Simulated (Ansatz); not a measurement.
**HfC (Fm-3m): modes against biaxial strain in the (001) plane**

Wanted: the shifts of the zone-centre modes of HfC (Fm-3m) with strain.

Main program and level: Ansatz 0.2.0; DFT PBEsol, scalar-relativistic, plane waves, PAW; PAW set soft_1.

The database entry behind the starting cell differs from later determinations by our own check (about 0.2 % long), so it need not match the best structure at ambient conditions.

### 1. Starting point

The structure is cubic, space group Fm-3m (No. 225). The conventional cell has a = 4.650 Å, b = 4.650 Å, c = 4.650 Å, α = 90.00°, β = 90.00°, γ = 90.00°. Nearest to C lie 6 Hf at 2.33 Å. Nearest to Hf lie 6 C at 2.33 Å. Farther neighbours are not listed.

Structure file:

```cif
data_structure
_symmetry_space_group_name_H-M 'P 1'
_symmetry_Int_Tables_number 1
_cell_length_a 3.2880
_cell_length_b 3.2880
_cell_length_c 3.2880
_cell_angle_alpha 60.000
_cell_angle_beta 60.000
_cell_angle_gamma 60.000
_cell_volume 25.14
loop_
_atom_site_label
_atom_site_type_symbol
_atom_site_fract_x
_atom_site_fract_y
_atom_site_fract_z
_atom_site_occupancy
C1 C 0.00000 0.00000 0.00000 1
Hf2 Hf 0.50000 0.50000 0.50000 1
```

### 2. Relaxation

Harmonic phonons are second derivatives at a point where the forces vanish, and they are wanted at zero stress, so atoms and cell are relaxed first.

input.yaml reads:

```yaml
crystal:
  lattice:
    - [0.0, 2.325, 2.325]
    - [2.325, 0.0, 2.325]
    - [2.325, 2.325, 0.0]
  atoms:
    - { symbol: C, position: [0.0, 0.0, 0.0] }
    - { symbol: Hf, position: [0.5, 0.5, 0.5] }
kpoints:
  mp_grid: { grid: [16, 16, 16] }
hamiltonian:
  xc: pbesol
  pseudopotentials: { kind: paw, azcp: { folder: soft_1 }, xc_functional: pbe }
scf:
  occupations: { method: gaussian, width: 0.1 }
output:
  forces: true
  stress: true
  eigenvalues: true
relax:
  adjacent_minimum: "off"
  f_tol: 0.005
  max_steps: 80
  cell: { stress_tol: 0.05 }
```

Launch:

```bash
> ansatz run input.yaml --threads 4 --pin off --max-ram 10240MiB --backend cpu --events-out ev --progress --plain --runs-dir out
```

Numbers of over 12 decimals in the logs are rounded to 6 here.

Output:

```text
Engine: ansatz 0.2.0, x86_64-unknown-linux-gnu
Pseudopotentials: kind: paw
Pseudopotential: C, paw, valence charge 4, recommended cutoff 420 eV (normal), soft_1/C.paw.azcp
Pseudopotential: Hf, paw, valence charge 26, recommended cutoff 420 eV (normal), soft_1/Hf.paw.azcp
Functional definition: PBEsol
  exchange = pbesol_x
  correlation = pbesol_c
Crystal: 2 atoms, lattice volume = 25.136 Å³
Basis set: ecut = 420 eV, 531 PW (Γ), exchange–correlation on 48×48×48 points (8 copies of the dense FFT grid, shifted against one another)
Bands: 19, of which v1, the nominal top of the filled ones, is band 15 counted from 1 (14 counted from 0)
Symmetry: 48 space group operations
Space group: Fm-3m (ITA 225), of the structure as read, at distance tolerance 2.9e-5 Å
k-points: 145 of 4096
Non-local potential: C, projectors of the file, l = 0: 2, l = 1: 2, l = 2: 1
Non-local potential: Hf, projectors of the file, l = 0: 3, l = 1: 2, l = 2: 2, l = 3: 3
PAW form: soft (Blöchl's): semilocal exchange-correlation on the pseudo side does not see the compensation charge
PAW frozen core: C, regenerated for the run's functional, and the local potential with it (the file was generated under x = pbe(κ = 0.804, μ = 0.219515), c = pbe(β = 0.066725))
PAW frozen core: Hf, regenerated for the run's functional, and the local potential with it (the file was generated under x = pbe(κ = 0.804, μ = 0.219515), c = pbe(β = 0.066725))
PAW one-centre angular grid: C, 110 points (default); XC on 64 Gauss nodes
PAW one-centre angular grid: Hf, 590 points (default); XC on 64 Gauss nodes
Initial density: superposition of atomic densities (chi_scale 0.1, normalization cell, long waves kept (reshape's long-wave potential 0.00 eV rms))
Initial wavefunctions: pseudopotential atomic-orbital guess
Functional: x = pbesol(κ = 0.804, μ = 0.123457), c = pbesol(β = 0.046)
SCF iter   1: F=—  HF=-15848.031419 eV  |F-HF|=—  |Δ(HF+E_count)|=         —  Δρ=8.43e-2  dr2=2.46e0  ethr=3.10e-3  ⟨swp⟩=5.3  Hψ=12374  notcnv=0
preconditioner: auto → Kerker (q_TF=auto, 2.810 Å⁻¹)  [metal: Δε(μ)=0.066 eV  Ē_g=17.592 eV  σ=0.100 eV  W_gap=0.34  n_scr=14 (ndim 8)  ℏωp=39.2 eV  f_vac=0.000  D(μ)=0.23/eV (n_scr^D=0)]
SCF iter   2: F=—  HF=-15847.529167 eV  |F-HF|=—  |Δ(HF+E_count)|=   5.02e-1  Δρ=3.28e-2  dr2=2.66e-1  ethr=3.10e-3  ⟨swp⟩=2.4  Hψ=5153  notcnv=0  defer=4
SCF iter   3: F=—  HF=-15847.476432 eV  |F-HF|=—  |Δ(HF+E_count)|=   5.27e-2  Δρ=1.43e-2  dr2=3.24e-2  ethr=8.88e-4  ⟨swp⟩=2.2  Hψ=5835  notcnv=0  defer=2
SCF iter   4: F=—  HF=-15847.468113 eV  |F-HF|=—  |Δ(HF+E_count)|=   8.32e-3  Δρ=8.15e-3  dr2=7.98e-3  ethr=1.08e-4  ⟨swp⟩=2.4  Hψ=5685  notcnv=0  defer=2
SCF iter   5: F=—  HF=-15847.468200 eV  |F-HF|=—  |Δ(HF+E_count)|=   8.71e-5  Δρ=1.46e-3  dr2=2.75e-4  ethr=2.66e-5  ⟨swp⟩=2.4  Hψ=4706  notcnv=0  defer=1
SCF iter   6: F=—  HF=-15847.468163 eV  |F-HF|=—  |Δ(HF+E_count)|=   3.79e-5  Δρ=2.51e-4  dr2=1.57e-5  ethr=9.16e-7  ⟨swp⟩=3.1  Hψ=5035  notcnv=0  defer=1
SCF iter   7: F=—  HF=-15847.468168 eV  |F-HF|=—  |Δ(HF+E_count)|=   4.98e-6  Δρ=6.64e-5  dr2=8.09e-7  ethr=5.24e-8  ⟨swp⟩=2.2  Hψ=5025  notcnv=0  defer=1
SCF iter   8: F=-15847.468167 eV  HF=-15847.468167 eV  |F-HF|=8.73e-10  |Δ(HF+E_count)|=   2.63e-8  Δρ=1.40e-5  dr2=2.86e-8  ethr=3.33e-10  ⟨swp⟩=8.1  Hψ=16773  notcnv=0
SCF 1 converged in 8 iterations: F = -15847.468167 eV  dr2 = 2.86e-8
  greatest PAW one-centre occupation: 0.998 electrons in one spin orbital (limit 2), on the Hf atom at site 1 (counted from 0), in its partial waves of l = 0
relax step   1: F+E_penalty+E_count = -15847.46816748 eV  Δ(F+E_penalty+E_count) = +0.000e0 eV  max|allowed force component| = 2.846e-29 eV/Å  Δτ_max = 0.0000 Å  P = -6.514 GPa  Ω = 25.136 Å³  (8 SCF iters, dr2 threshold 1.00e-7 eV, accepted)
Crystal: 2 atoms, lattice volume = 23.941 Å³
Basis set: ecut = 420 eV, 459 PW (Γ), exchange–correlation on 48×48×48 points (8 copies of the dense FFT grid, shifted against one another)
Initial density: handed on by an earlier stage of this run
Initial wavefunctions: those handed on with the density
iter 1 solved again at ethr=4.10e-5 eV; its pass at ethr=3.10e-3 eV (dr2=1.23e-2 eV) is discarded
SCF iter   1: F=—  HF=-15847.478327 eV  |F-HF|=—  |Δ(HF+E_count)|=         —  Δρ=6.63e-3  dr2=1.25e-2  ethr=4.10e-5  ⟨swp⟩=1.3  Hψ=16491  notcnv=0
preconditioner: auto → Kerker (q_TF=auto, 2.833 Å⁻¹)  [metal: Δε(μ)=0.014 eV  Ē_g=18.198 eV  σ=0.100 eV  W_gap=0.08  n_scr=14 (ndim 8)  ℏωp=40.2 eV  f_vac=0.000  D(μ)=0.45/eV (n_scr^D=0)]
SCF iter   2: F=—  HF=-15847.475566 eV  |F-HF|=—  |Δ(HF+E_count)|=   2.76e-3  Δρ=2.06e-3  dr2=1.15e-3  ethr=4.10e-5  ⟨swp⟩=2.0  Hψ=3468  notcnv=0
SCF iter   3: F=—  HF=-15847.475336 eV  |F-HF|=—  |Δ(HF+E_count)|=   2.30e-4  Δρ=7.33e-4  dr2=9.61e-5  ethr=3.83e-6  ⟨swp⟩=2.2  Hψ=4410  notcnv=0
SCF iter   4: F=—  HF=-15847.475281 eV  |F-HF|=—  |Δ(HF+E_count)|=   5.52e-5  Δρ=5.11e-4  dr2=6.51e-5  ethr=3.20e-7  ⟨swp⟩=2.2  Hψ=5088  notcnv=0
SCF iter   5: F=—  HF=-15847.475263 eV  |F-HF|=—  |Δ(HF+E_count)|=   1.81e-5  Δρ=9.58e-5  dr2=1.91e-6  ethr=2.17e-7  ⟨swp⟩=2.1  Hψ=4911  notcnv=0
SCF iter   6: F=—  HF=-15847.475265 eV  |F-HF|=—  |Δ(HF+E_count)|=   1.49e-6  Δρ=4.27e-5  dr2=4.08e-7  ethr=6.35e-9  ⟨swp⟩=2.3  Hψ=5183  notcnv=0
SCF iter   7: F=-15847.475264 eV  HF=-15847.475265 eV  |F-HF|=7.79e-8  |Δ(HF+E_count)|=   1.20e-8  Δρ=8.45e-6  dr2=9.45e-9  ethr=6.67e-10  ⟨swp⟩=7.6  Hψ=16012  notcnv=0
SCF 2 converged in 7 iterations: F = -15847.475264 eV  dr2 = 9.45e-9
relax step   2: F+E_penalty+E_count = -15847.47526447 eV  Δ(F+E_penalty+E_count) = -7.097e-3 eV  max|allowed force component| = 9.572e-29 eV/Å  Δτ_max = 0.0000 Å  P = +5.459 GPa  Ω = 23.941 Å³  energy of the carried Pulay correction = +1.387e-3 eV  (7 SCF iters, dr2 threshold 2.00e-7 eV, accepted)
Crystal: 2 atoms, lattice volume = 24.472 Å³
iter 1 solved again at ethr=1.02e-5 eV; its pass at ethr=3.10e-3 eV (dr2=3.06e-3 eV) is discarded
SCF iter   1: F=—  HF=-15847.483836 eV  |F-HF|=—  |Δ(HF+E_count)|=         —  Δρ=3.06e-3  dr2=2.78e-3  ethr=1.02e-5  ⟨swp⟩=2.1  Hψ=15630  notcnv=0
preconditioner: auto → Kerker (q_TF=auto, 2.823 Å⁻¹)  [metal: Δε(μ)=0.006 eV  Ē_g=18.199 eV  σ=0.100 eV  W_gap=0.03  n_scr=14 (ndim 8)  ℏωp=39.7 eV  f_vac=0.000  D(μ)=0.46/eV (n_scr^D=0)]
SCF iter   2: F=—  HF=-15847.483226 eV  |F-HF|=—  |Δ(HF+E_count)|=   6.10e-4  Δρ=9.52e-4  dr2=2.52e-4  ethr=9.26e-6  ⟨swp⟩=2.0  Hψ=3470  notcnv=0
SCF iter   3: F=—  HF=-15847.483175 eV  |F-HF|=—  |Δ(HF+E_count)|=   5.05e-5  Δρ=3.11e-4  dr2=1.93e-5  ethr=8.39e-7  ⟨swp⟩=2.1  Hψ=4376  notcnv=0
SCF iter   4: F=—  HF=-15847.483169 eV  |F-HF|=—  |Δ(HF+E_count)|=   6.59e-6  Δρ=2.20e-4  dr2=1.28e-5  ethr=6.44e-8  ⟨swp⟩=2.2  Hψ=4743  notcnv=0
SCF iter   5: F=—  HF=-15847.483165 eV  |F-HF|=—  |Δ(HF+E_count)|=   3.61e-6  Δρ=4.69e-5  dr2=6.24e-7  ethr=4.27e-8  ⟨swp⟩=2.4  Hψ=3912  notcnv=0
SCF iter   6: F=—  HF=-15847.483165 eV  |F-HF|=—  |Δ(HF+E_count)|=   2.02e-7  Δρ=2.02e-5  dr2=8.92e-8  ethr=6.67e-10  ⟨swp⟩=7.2  Hψ=15592  notcnv=0
SCF iter   7: F=-15847.483165 eV  HF=-15847.483165 eV  |F-HF|=1.69e-10  |Δ(HF+E_count)|=   2.18e-8  Δρ=3.79e-6  dr2=2.72e-9  ethr=2.97e-10  ⟨swp⟩=5.5  Hψ=11900  notcnv=0
SCF 3 converged in 7 iterations: F = -15847.483165 eV  dr2 = 2.72e-9
relax step   3: F+E_penalty+E_count = -15847.48316526 eV  Δ(F+E_penalty+E_count) = -7.901e-3 eV  max|allowed force component| = 2.679e-29 eV/Å  Δτ_max = 0.0000 Å  P = -0.209 GPa  Ω = 24.472 Å³  energy of the carried Pulay correction = +7.630e-4 eV  (7 SCF iters, dr2 threshold 2.00e-7 eV, accepted)
[...]
relax step   4: F+E_penalty+E_count = -15847.48320269 eV  Δ(F+E_penalty+E_count) = -3.743e-5 eV  max|allowed force component| = 4.227e-29 eV/Å  Δτ_max = 0.0000 Å  P = -0.001 GPa  Ω = 24.451 Å³  energy of the carried Pulay correction = +7.869e-4 eV  (3 SCF iters, dr2 threshold 1.10e-7 eV, accepted)
Initial wavefunctions: pseudopotential atomic-orbital guess (no wavefunctions were taken with the density)
iter 1 solved again at ethr=1.17e-9 eV; its pass at ethr=3.10e-3 eV (dr2=3.50e-7 eV) is discarded
SCF iter   1: F=—  HF=-15847.482482 eV  |F-HF|=—  |Δ(HF+E_count)|=         —  Δρ=6.20e-5  dr2=1.27e-7  ethr=1.17e-9  ⟨swp⟩=6.1  Hψ=25888  notcnv=3
preconditioner: auto → Kerker (q_TF=auto, 2.823 Å⁻¹)  [metal: Δε(μ)=0.005 eV  Ē_g=18.179 eV  σ=0.100 eV  W_gap=0.03  n_scr=14 (ndim 8)  ℏωp=39.7 eV  f_vac=0.000  D(μ)=0.46/eV (n_scr^D=0)]
SCF iter   2: F=—  HF=-15847.482480 eV  |F-HF|=—  |Δ(HF+E_count)|=   1.71e-6  Δρ=4.04e-5  dr2=1.20e-7  ethr=4.24e-10  ⟨swp⟩=3.1  Hψ=5783  notcnv=0
SCF iter   3: F=—  HF=-15847.482480 eV  |F-HF|=—  |Δ(HF+E_count)|=   1.17e-8  Δρ=2.34e-5  dr2=2.89e-8  ethr=3.99e-10  ⟨swp⟩=2.8  Hψ=5501  notcnv=0
SCF iter   4: F=—  HF=-15847.482480 eV  |F-HF|=—  |Δ(HF+E_count)|=   2.33e-8  Δρ=3.95e-6  dr2=8.83e-10  ethr=9.64e-11  ⟨swp⟩=2.9  Hψ=4859  notcnv=0
SCF iter   5: F=—  HF=-15847.482480 eV  |F-HF|=—  |Δ(HF+E_count)|=  8.40e-10  Δρ=8.54e-7  dr2=8.48e-11  ethr=2.94e-12  ⟨swp⟩=2.2  Hψ=5002  notcnv=0
SCF iter   6: F=-15847.482480 eV  HF=-15847.482480 eV  |F-HF|=7.28e-12  |Δ(HF+E_count)|=  7.28e-12  Δρ=2.04e-7  dr2=7.99e-12  ethr=1.00e-12  ⟨swp⟩=8.8  Hψ=17670  notcnv=0
SCF 5 converged in 6 iterations: F = -15847.482480 eV  dr2 = 7.99e-12
relax step   5: F+E_penalty+E_count = -15847.48247986 eV  Δ(F+E_penalty+E_count) = +7.228e-4 eV  max|allowed force component| = 2.797e-29 eV/Å  Δτ_max = 0.0000 Å  P = -0.033 GPa  Ω = 24.451 Å³  stress off target by 3.32e-2 GPa  SCF on the basis re-selected at this cell (its energy is not comparable with the rows above)  (6 SCF iters)
basis re-selected at this cell: Δ(F+E_penalty+E_count) = +7.228e-4 eV, ΔP = -0.032 GPa vs the last step (what re-selecting the basis moved, of the pressure what is left beyond the Pulay correction that the steps carried, after the strain that the cell walked since its last selection, with what the two solves' SCF thresholds leave and, on support functions, any second-order correction that the steps lacked; it is no m [...]
SCF converged after 6 iterations
Free energy (F): -15847.482480 eV
Harris-Foulkes:  -15847.482480 eV  (|F-HF|=7.28e-12)
Internal energy: -15847.480192 eV  (E = F + TS)
E sigma→0 (E₀):  -15847.481336 eV
Entropy (-TS):   -0.002288 eV (-1.144 meV/atom)
Fermi energy:    18.982194 eV
--- Per-component energies (eV) ---
  E_band       = 80.578682
  E_kinetic    = 494.916612
  E_local      = -6154.399135  (includes V_loc(G=0)·N_el)
  E_nonlocal   = 91.324407
  E_hartree    = 3017.672923
  E_xc         = -312.445466
  E_vxc        = -314.013889  (∫ρ·V_xc dr)
  E_paw        = -7673.666050  (= ΣΔE_a)
  E_vpaw       = -72.595128  (= ΣTr[D̂ρ^β])
  E_aug_tail   = 0.000101  (compensation charges beyond the density's cutoff)
  E_ewald      = -5312.155740
  E_core_change = 1.272157  (= ΣΔE_core)
  E_smearing   = -0.002288  (= −TS)
  E_closure    = 0.000000  (closes the sum)
  Σ components = -15847.482480   (vs F -15847.482480, Δ=0.00e0)
--- Forces (eV/Å), atoms counted from 1 ---
  atom   1  C     -0.00000000    -0.00000000    -0.00000000
  atom   2  Hf     0.00000000    -0.00000000    -0.00000000
  max |Σ_I F_I| component: 5.48e-29 eV/Å
--- Stress (GPa, compression-positive) ---
       -0.033163      -0.000000      -0.000000
       -0.000000      -0.033163      -0.000000
       -0.000000       0.000000      -0.033163
  P = ⅓ Tr σ = -0.0332 GPa (-0.332 kbar)
--- Band table (eV; the first three rows and the last of 145) ---
  k-point 0: bands = [... 11 lower, 8.1569, 20.0834, 20.0834, 20.0834, 20.3083, 20.3083, 20.3083, 22.4032]
  k-point 1: bands = [... 11 lower, 8.1571, 19.2616, 19.5176, 19.5176, 20.5561, 20.5561, 20.8847, 22.9310]
  k-point 2: bands = [... 11 lower, 8.1573, 18.1835, 18.6794, 18.6794, 20.8999, 20.8999, 21.3280, 24.0413]
  k-point 144: bands = [... 11 lower, 9.3768, 15.9280, 16.2235, 16.2235, 22.7140, 22.7140, 25.9073, 26.2492]
--- Relaxed structure (4 steps of the walk, 4 accepted, 1 SCFs on fresh bases) ---
  F+E_penalty+E_count = -15847.48247986 eV   max|allowed force component| = 2.797e-29 eV/Å   (the final SCF, on the basis selected at the relaxed cell)
  cell:  # Å, volume = 24.4509 Å³
    - [0, 2.303679, 2.303679]
    - [2.303679, 0, 2.303679]
    - [2.303679, 2.303679, 0]
  atoms:
    - { symbol: C, position: [0, 0, 0] }
    - { symbol: Hf, position: [0.5, 0.5, 0.5] }
```

The job ended after 23 s (4 threads of Intel Xeon at 2.50GHz (Skylake/Cascade Lake), shared host; peak memory 0.42 GiB; 55 s of CPU time).

Step by step:

```
step  energy less that of the first step (eV)  largest force component (eV/Å)  pressure (GPa)  volume (Å³)
   1                                   0.0000                          0.0000           -6.51        25.14
   2                                  -0.0071                          0.0000            5.46        23.94
   3                                  -0.0150                          0.0000           -0.21        24.47
   4                                  -0.0150                          0.0000            0.00        24.45
  5*                                  -0.0143                          0.0000           -0.03        24.45
```

Relaxation steps marked * repeat the geometry before them on a plane-wave basis chosen anew for their cell, so energy and pressure can jump there.

The run keeps the 48 symmetry operations that it works with, so distortions that break them were not tested.

```
conventional cell, symmetrised  before  after  change
                         a (Å)   4.650  4.607  -0.9 %
                         b (Å)   4.650  4.607  -0.9 %
                         c (Å)   4.650  4.607  -0.9 %
              volume (Å³/atom)   12.57  12.23  -2.7 %
```

The relaxed structure:

```cif
data_structure
_symmetry_space_group_name_H-M 'P 1'
_symmetry_Int_Tables_number 1
_cell_length_a 3.2579
_cell_length_b 3.2579
_cell_length_c 3.2579
_cell_angle_alpha 60.000
_cell_angle_beta 60.000
_cell_angle_gamma 60.000
_cell_volume 24.45
loop_
_atom_site_label
_atom_site_type_symbol
_atom_site_fract_x
_atom_site_fract_y
_atom_site_fract_z
_atom_site_occupancy
C1 C 0.00000 0.00000 0.00000 1
Hf2 Hf 0.50000 0.50000 0.50000 1
```

Numbers from this step:

| Item | Value |
| --- | --- |
| pressure | -0.03316 GPa |
| volume per atom | 12.23 Å³ |
| gap on the k-mesh | 0 eV |

In this step the volume went from 12.57 to 12.23 Å³/atom.

### 3. Tight relaxation

Phonons need small forces and stress, so the relaxation is finished with tight tolerances on 16×16×16 k points.

input.yaml, the sections that differ from step 2:

```yaml
crystal:
  lattice:
    - [0.0, 2.3036785238, 2.3036785238]
    - [2.3036785238, 0.0, 2.3036785238]
    - [2.3036785238, 2.3036785238, 0.0]
  atoms:
    - { symbol: C, position: [0.0, 0.0, 0.0] }
    - { symbol: Hf, position: [0.5, 0.5, 0.5] }
scf:
  occupations: { method: methfessel_paxton, width: 0.2 }
output:
  forces: true
  stress: true
  eigenvalues: true
  write_density: true
  write_potential: true
  elf: true
  volumetric_format: npy
relax:
  adjacent_minimum: "off"
  f_tol: 0.001
  max_steps: 60
  cell: { stress_tol: 0.01 }
# kpoints, hamiltonian: as in step 2
```

Output:

```text
[...]
Crystal: 2 atoms, lattice volume = 24.451 Å³
Basis set: ecut = 420 eV, 531 PW (Γ), exchange–correlation on 48×48×48 points (8 copies of the dense FFT grid, shifted against one another)
Bands: 19, of which v1, the nominal top of the filled ones, is band 15 counted from 1 (14 counted from 0)
Symmetry: 48 space group operations
[...]
k-points: 145 of 4096
[...]
k-point 144: bands = [... 11 lower, 9.3795, 15.9305, 16.2262, 16.2262, 22.7171, 22.7171, 25.9108, 26.2530]
--- Relaxed structure (3 steps of the walk, 3 accepted, 1 SCFs on fresh bases) ---
[...]
cell:  # Å, volume = 24.4478 Å³
    - [0, 2.303580, 2.303580]
    - [2.303580, 0.0, 2.303580]
    - [2.303580, 2.303580, 0]
  atoms:
    - { symbol: C, position: [0, 0, 0] }
    - { symbol: Hf, position: [0.5, 0.5, 0.5] }
[key lines of the parts left out:]
SCF converged after 6 iterations
Free energy (F): -15847.482024 eV
Fermi energy:    18.986593 eV
P = ⅓ Tr σ = -0.0003 GPa (-0.003 kbar)
```

Run time: 16 s. Hardware: 4 threads; peak memory 0.42 GiB; 44 s of CPU time.

Little changed from the start: no atom moved by 0.005 Å and no cell edge by 0.1 %.

This step gave:

| Property | Result |
| --- | --- |
| pressure | -2.86e-4 GPa |
| volume per atom | 12.22 Å³ |

ELF in the ac plane of the conventional cell at fractional y = 0.000, with atoms of C and Hf within 0.2 Å of it. It is the smooth field of the valence electrons, not physical close to the nuclei.

Values, 14 rows by 14 columns, each cell a mean:
```
0.28 0.63 0.74 0.36 0.35 0.72 0.84 0.85 0.81 0.55 0.25 0.58 0.74 0.41
0.72 0.77 0.70 0.33 0.20 0.50 0.72 0.77 0.64 0.31 0.19 0.55 0.76 0.74
0.59 0.57 0.48 0.26 0.14 0.20 0.35 0.39 0.27 0.14 0.18 0.40 0.55 0.58
0.27 0.22 0.18 0.19 0.26 0.33 0.36 0.37 0.35 0.31 0.24 0.18 0.19 0.25
0.60 0.46 0.21 0.18 0.48 0.70 0.74 0.74 0.73 0.63 0.31 0.14 0.31 0.55
0.83 0.75 0.46 0.22 0.57 0.77 0.63 0.53 0.71 0.73 0.35 0.27 0.64 0.81
0.85 0.83 0.60 0.27 0.59 0.72 0.28 0.11 0.53 0.74 0.37 0.39 0.77 0.85
0.85 0.81 0.55 0.25 0.58 0.74 0.41 0.28 0.63 0.74 0.36 0.35 0.72 0.84
0.77 0.64 0.31 0.19 0.55 0.76 0.74 0.72 0.77 0.70 0.33 0.20 0.50 0.72
0.39 0.27 0.14 0.18 0.40 0.55 0.58 0.59 0.57 0.48 0.26 0.14 0.20 0.35
0.37 0.35 0.31 0.24 0.18 0.19 0.25 0.27 0.22 0.18 0.19 0.26 0.33 0.36
0.74 0.73 0.63 0.31 0.14 0.31 0.55 0.60 0.46 0.21 0.18 0.48 0.70 0.74
0.53 0.71 0.73 0.35 0.27 0.64 0.81 0.83 0.75 0.46 0.22 0.57 0.77 0.63
0.11 0.53 0.74 0.37 0.39 0.77 0.85 0.85 0.83 0.60 0.27 0.59 0.72 0.28
```
Columns run along a (4.6 Å), rows up along c (4.6 Å), edges of the conventional cell, whose origin can differ from the input's. Atoms in or near the plane, at fractional coordinates: C at (0.00, 0.00), C at (0.50, 0.50), Hf at (0.50, 0.00), Hf at (0.00, 0.50).

Valence density in the ac plane of the conventional cell at fractional y = 0.000, with atoms of C and Hf within 0.2 Å of it. It is the smooth field of the valence electrons, not physical close to the nuclei.

Values in e/Å³, 14 rows by 14 columns, each cell a mean:
```
 2  1  1  0  1  6 26 36 14  2  1  1  1  2
 1  1  1  0  0  2  6  8  3  1  0  0  1  1
 1  0  0  0  0  0  1  1  1  0  0  0  0  1
 1  0  0  0  0  0  0  1  0  0  0  0  0  1
 3  1  0  0  0  1  1  1  1  0  0  0  1  2
19  8  1  0  0  1  1  2  1  1  0  1  3 14
50 19  3  1  1  1  2  2  2  1  1  1  8 36
36 14  2  1  1  1  2  2  1  1  0  1  6 26
 8  3  1  0  0  1  1  1  1  1  0  0  2  6
 1  1  0  0  0  0  1  1  0  0  0  0  0  1
 1  0  0  0  0  0  1  1  0  0  0  0  0  0
 1  1  0  0  0  1  2  3  1  0  0  0  1  1
 2  1  1  0  1  3 14 19  8  1  0  0  1  1
 2  2  1  1  1  8 36 50 19  3  1  1  1  2
```
Columns run along a (4.6 Å), rows up along c (4.6 Å), edges of the conventional cell, whose origin can differ from the input's. Atoms in or near the plane, at fractional coordinates: C at (0.00, 0.00), C at (0.50, 0.50), Hf at (0.50, 0.00), Hf at (0.00, 0.50).

Electrostatic potential energy in the ac plane of the conventional cell at fractional y = 0.000, with atoms of C and Hf within 0.2 Å of it. With pseudopotentials it is smooth inside the atoms' cores, unlike the true potential.

Ten even steps from '0' (-35 eV) to '9' (19 eV), each cell a mean:
```
03896355448960
57998533469996
99999866789999
88999998999998
45799988999864
43589731599744
64489500188635
54489600389635
34699965799853
67899999999986
89999988899999
89998644579998
15997444358973
01886356448950
```
Columns run along a (4.6 Å; values clipped at the 3rd and 97th percentile), rows up along c (4.6 Å), edges of the conventional cell, whose origin can differ from the input's. Atoms in or near the plane, at fractional coordinates: C at (0.00, 0.00), C at (0.50, 0.50), Hf at (0.50, 0.00), Hf at (0.00, 0.50).

The forces vanish by symmetry and the pressure is 0.000 GPa, within the tolerances set. The cell now holds 12.22 Å³/atom.

(Part 1 of 2 ends here.)

[Logs are printed without paths, hosts, clocks, repeated set-up lines and the standing remarks that a program may print on its own settings, such as how far it seeks lower states.]

[Hosts, paths, dates, database ids (printed as entryN), source tags and the programs' standing remarks are cut or masked in the printed files.]
